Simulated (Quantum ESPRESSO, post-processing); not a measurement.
# H on hollow sites of Mo(110): a series in the coverage, part 9 of 9

What law, if any, do the results for H on hollow sites of Mo(110) follow against the coverage?

Quantum ESPRESSO 7.5; plane-wave DFT, PBE, GBRV ultrasoft pseudopotentials.

So far. Step 9 (Relaxing the ions, 0.75 ML): The relaxation lowers the energy by 6 meV an atom. On the free atoms the largest force ends at 0.038 eV/Å. Step 10 (SCF with pw.x, 0.75 ML): Inside the slab this potential holds the local part of the pseudopotentials, which can be repulsive at the nuclei; only its value in the vacuum has a meaning of its own.

## Step 11: Relaxing the ions, 1 ML (continued)

Relaxation path:

```csv
step,energy less that of the first step (eV),largest force (eV/Å)
1,0.0000,0.4176
2,-0.0050,0.2700
3,-0.0087,0.1724
4,-0.0105,0.1307
5,-0.0112,0.1252
6,-0.0120,0.1317
7,-0.0132,0.1409
8,-0.0149,0.1392
9,-0.0168,0.1188
10,-0.0180,0.0673
11,-0.0181,0.0485
12,-0.0182,0.0280
```

The atoms that moved most (Å):

```csv
atom,dx,dy,dz,length
H4,0.108,0.000,-0.043,0.116
Mo3,0.038,0.000,-0.036,0.052
```

Final coordinates:

```cif
data_structure
_symmetry_space_group_name_H-M 'P 1'
_symmetry_Int_Tables_number 1
_cell_length_a 2.7354
_cell_length_b 2.7354
_cell_length_c 19.5702
_cell_angle_alpha 90.000
_cell_angle_beta 90.000
_cell_angle_gamma 70.529
_cell_volume 138.06
loop_
_atom_site_label
_atom_site_type_symbol
_atom_site_fract_x
_atom_site_fract_y
_atom_site_fract_z
_atom_site_occupancy
Mo1 Mo 0.66000 0.66000 0.35866 1
Mo2 Mo 0.16000 0.16000 0.47279 1
Mo3 Mo 0.66845 0.66845 0.58505 1
H4 H 0.02414 0.02414 0.63914 1
```

The relaxation lowers the energy by 5 meV an atom. On the free atoms the largest force ends at 0.028 eV/Å.

This step gave:

| Property | Result |
| --- | --- |
| free energy | -5701.4777 eV |
| Fermi energy | 4.438 eV |

## Step 12: SCF with pw.x, 1 ML

File m8.esm.in:

```
&control
  prefix = 'm8.esm'
  outdir = './out'
  pseudo_dir = './pseudo'
  calculation = 'scf'
  tprnfor = .true.
/
&system
  ibrav = 0
  nat = 4
  ntyp = 2
  ecutwfc = 40
  ecutrho = 200
  occupations = 'smearing'
  smearing = 'mv'
  degauss = 0.02
  assume_isolated = 'esm'
  esm_bc = 'bc1'
/
&electrons
  conv_thr = 1e-07
  mixing_beta = 0.25
  electron_maxstep = 160
  mixing_mode = 'local-TF'
  mixing_ndim = 12
/
ATOMIC_SPECIES
  Mo  95.9500  mo_pbe_v1.uspp.F.UPF
  H   1.0080  h_pbe_v1.4.uspp.F.UPF
CELL_PARAMETERS angstrom
  2.23345177280000 -1.57928889400000 0.00000000000000
  2.23345177280000 1.57928889400000 0.00000000000000
  0.00000000000000 0.00000000000000 19.57018993403409
ATOMIC_POSITIONS crystal
  Mo  0.660000000000 0.660000000000 -0.140240446550
  Mo  0.160000000000 0.160000000000 -0.026115249950
  Mo  0.668454402800 0.668454402800 0.086151568850
  H   0.024138840600 0.024138840600 0.140240446550
K_POINTS automatic
  9 9 1 0 0 0
```

Command:

```sh
OMP_NUM_THREADS=1 mpirun -n 16 pw.x -nk 4 -in m8.esm.in > m8.esm.out
```

Log:

```text
[banner, memory and clock lines left out]
Program PWSCF v.7.5 starts
[...]
Message from routine setup:
[...]
number of electrons       =        43.00
     number of Kohn-Sham states=           26
     kinetic-energy cutoff     =      40.0000  Ry
     charge density cutoff     =     200.0000  Ry
[...]
number of k points=    25  Marzari-Vanderbilt smearing, width (Ry)=  0.0200
[...]
Dense  grid:    44529 G-vectors     FFT dimensions: (  24,  24, 180)
[...]
negative rho (up, down):  2.975E-03 0.000E+00
     Starting wfcs are   40 randomized atomic wfcs
[...]
negative rho (up, down):  1.775E-03 0.000E+00
[...]
estimated scf accuracy    <       0.70534688 Ry
[...]
negative rho (up, down):  3.938E-04 0.000E+00
[...]
estimated scf accuracy    <       0.48697615 Ry
[...]
negative rho (up, down):  1.202E-04 0.000E+00
[...]
estimated scf accuracy    <       0.15756051 Ry
[...]
negative rho (up, down):  2.177E-05 0.000E+00
[...]
estimated scf accuracy    <       0.12167995 Ry
[...]
negative rho (up, down):  1.099E-05 0.000E+00
[...]
estimated scf accuracy    <       0.05337431 Ry
[...]
negative rho (up, down):  1.778E-05 0.000E+00
[...]
estimated scf accuracy    <       0.03782797 Ry
[...]
negative rho (up, down):  2.579E-05 0.000E+00
[...]
estimated scf accuracy    <       0.07652229 Ry
[...]
negative rho (up, down):  1.948E-03 0.000E+00
[...]
estimated scf accuracy    <       0.02772316 Ry
[...]
negative rho (up, down):  8.688E-06 0.000E+00
[...]
estimated scf accuracy    <       0.01354879 Ry
[...]
negative rho (up, down):  2.375E-04 0.000E+00
[...]
estimated scf accuracy    <       0.00794480 Ry
[...]
negative rho (up, down):  1.660E-03 0.000E+00
[...]
estimated scf accuracy    <       0.05403427 Ry
[...]
negative rho (up, down):  4.607E-03 0.000E+00
[...]
estimated scf accuracy    <       0.02693724 Ry
[...]
negative rho (up, down):  4.707E-03 0.000E+00
[...]
estimated scf accuracy    <       0.01235050 Ry
[...]
negative rho (up, down):  4.093E-03 0.000E+00
[...]
estimated scf accuracy    <       0.00550327 Ry
[...]
negative rho (up, down):  2.466E-03 0.000E+00
[...]
estimated scf accuracy    <       0.00540666 Ry
[...]
negative rho (up, down):  4.623E-03 0.000E+00
[...]
estimated scf accuracy    <       0.00063769 Ry
[...]
negative rho (up, down):  3.794E-03 0.000E+00
[...]
estimated scf accuracy    <       0.00072313 Ry
[...]
negative rho (up, down):  3.501E-03 0.000E+00
[...]
estimated scf accuracy    <       0.00035192 Ry
[...]
negative rho (up, down):  3.125E-03 0.000E+00
[...]
estimated scf accuracy    <       0.00039978 Ry
[...]
negative rho (up, down):  3.180E-03 0.000E+00
[...]
estimated scf accuracy    <       0.00060119 Ry
[...]
negative rho (up, down):  3.329E-03 0.000E+00
[...]
estimated scf accuracy    <       0.00027541 Ry
[...]
negative rho (up, down):  3.280E-03 0.000E+00
[...]
estimated scf accuracy    <       0.00005139 Ry
[...]
negative rho (up, down):  3.229E-03 0.000E+00
[...]
estimated scf accuracy    <       0.00002743 Ry
[...]
negative rho (up, down):  3.246E-03 0.000E+00
[...]
estimated scf accuracy    <       0.00001684 Ry
[...]
negative rho (up, down):  3.225E-03 0.000E+00
[...]
estimated scf accuracy    <       0.00001028 Ry
[...]
negative rho (up, down):  3.229E-03 0.000E+00
[...]
estimated scf accuracy    <       0.00000394 Ry
[...]
negative rho (up, down):  3.221E-03 0.000E+00
[...]
estimated scf accuracy    <       0.00000202 Ry
[...]
negative rho (up, down):  3.262E-03 0.000E+00
[...]
estimated scf accuracy    <       0.00000079 Ry
[...]
negative rho (up, down):  3.242E-03 0.000E+00
[...]
estimated scf accuracy    <       0.00000137 Ry
[...]
negative rho (up, down):  3.260E-03 0.000E+00
[...]
the Fermi energy is    -4.6402 ev
!    total energy              =    -419.05091428 Ry
     estimated scf accuracy    <       0.00000004 Ry
     smearing contrib. (-TS)   =       0.00038853 Ry
     internal energy E=F+TS    =    -419.05130281 Ry
[...]
one-electron contribution =    3764.55396020 Ry
     hartree contribution      =   -1896.02814019 Ry
     xc contribution           =     -58.59006185 Ry
     ewald contribution        =   -2228.98706098 Ry
     convergence has been achieved in  30 iterations
     negative rho (up, down):  3.260E-03 0.000E+00
[...]
Total force =     0.037011     Total SCF correction =     0.001975
[...]
```

Wall time 13 s (16 MPI ranks of Arm Neoverse V2, shared host); peak memory 0.94 GiB.

Read from the output:

```
free energy                                                    : -5701.4781 eV
Fermi energy                                                   : -4.640 eV
vacuum line at the lower end of the cell, over the Fermi level : 4.657 eV
vacuum line at the upper end of the cell, over the Fermi level : 4.623 eV
```

Inside the slab this potential holds the local part of the pseudopotentials, which can be repulsive at the nuclei; only its value in the vacuum has a meaning of its own.

## Step 13: The series side by side

The series in one table:

```csv
the coverage,"adsorption energy an atom, from the free molecule (eV)",work function of the upper face (eV),work function of the lower face (eV)
0 ML,-,4.715,4.715
0.1111 ML,-,4.648,4.773
0.1667 ML,-,4.656,4.771
0.25 ML,-,4.673,4.777
0.3333 ML,-,4.643,4.75
0.5 ML,-0.8388,4.607,4.754
0.6667 ML,-0.7729,4.638,4.685
0.75 ML,-0.7842,4.634,4.676
1 ML,-0.7778,4.623,4.657
```

## Step 14: A check by hand

At 1 ML: E_ads = [-5701.4777 − 1 × (-5684.8476)]/1 − (-31.7044)/2 = -0.778 eV. Cells and meshes differ along the series, and any error of the slab's energy is multiplied by the number of slab cells an adsorbate, so no value is given under half a monolayer.

## Step 15: Summary of results

| Item | Value |
| --- | --- |
| adsorption energy an atom, from the free molecule, at 0.5 ML and at 1 ML | -0.84, -0.78 eV |
| work function of the upper face, at 0 ML and at 1 ML | 4.72, 4.62 eV |

**Reading.** The series holds 9 members (PBE, GBRV ultrasoft). From 0.5 ML to 1 ML the adsorption energy an atom, from the free molecule goes from -0.84 to -0.78 eV by way of -0.77 at 0.6667 ML. From 0 ML to 1 ML the work function of the upper face goes from 4.72 to 4.62 eV by way of 4.61 at 0.5 ML. The untouched lower face should keep its work function but moves by 0.12 eV, since the slab is thin and cells, meshes or relaxed layers differ between members; changes of the upper face are uncertain by about as much. Thin slabs, one site and one ordered pattern a coverage; no reconstruction or subsurface sites; meshes differ a little between cells.

[Logs are printed without paths, hosts, clocks, repeated set-up lines and the standing remarks that a program may print on its own settings, such as how far it seeks lower states.]

[Hosts, paths, dates, database ids (printed as entryN), source tags and the programs' standing remarks are cut or masked in the printed files.]

[Maps of the electrostatic potential energy from Ansatz leave out the sawtooth potential of an applied field or a dipole correction, so their vacuum need not be flat; planar profiles and work functions include it.]
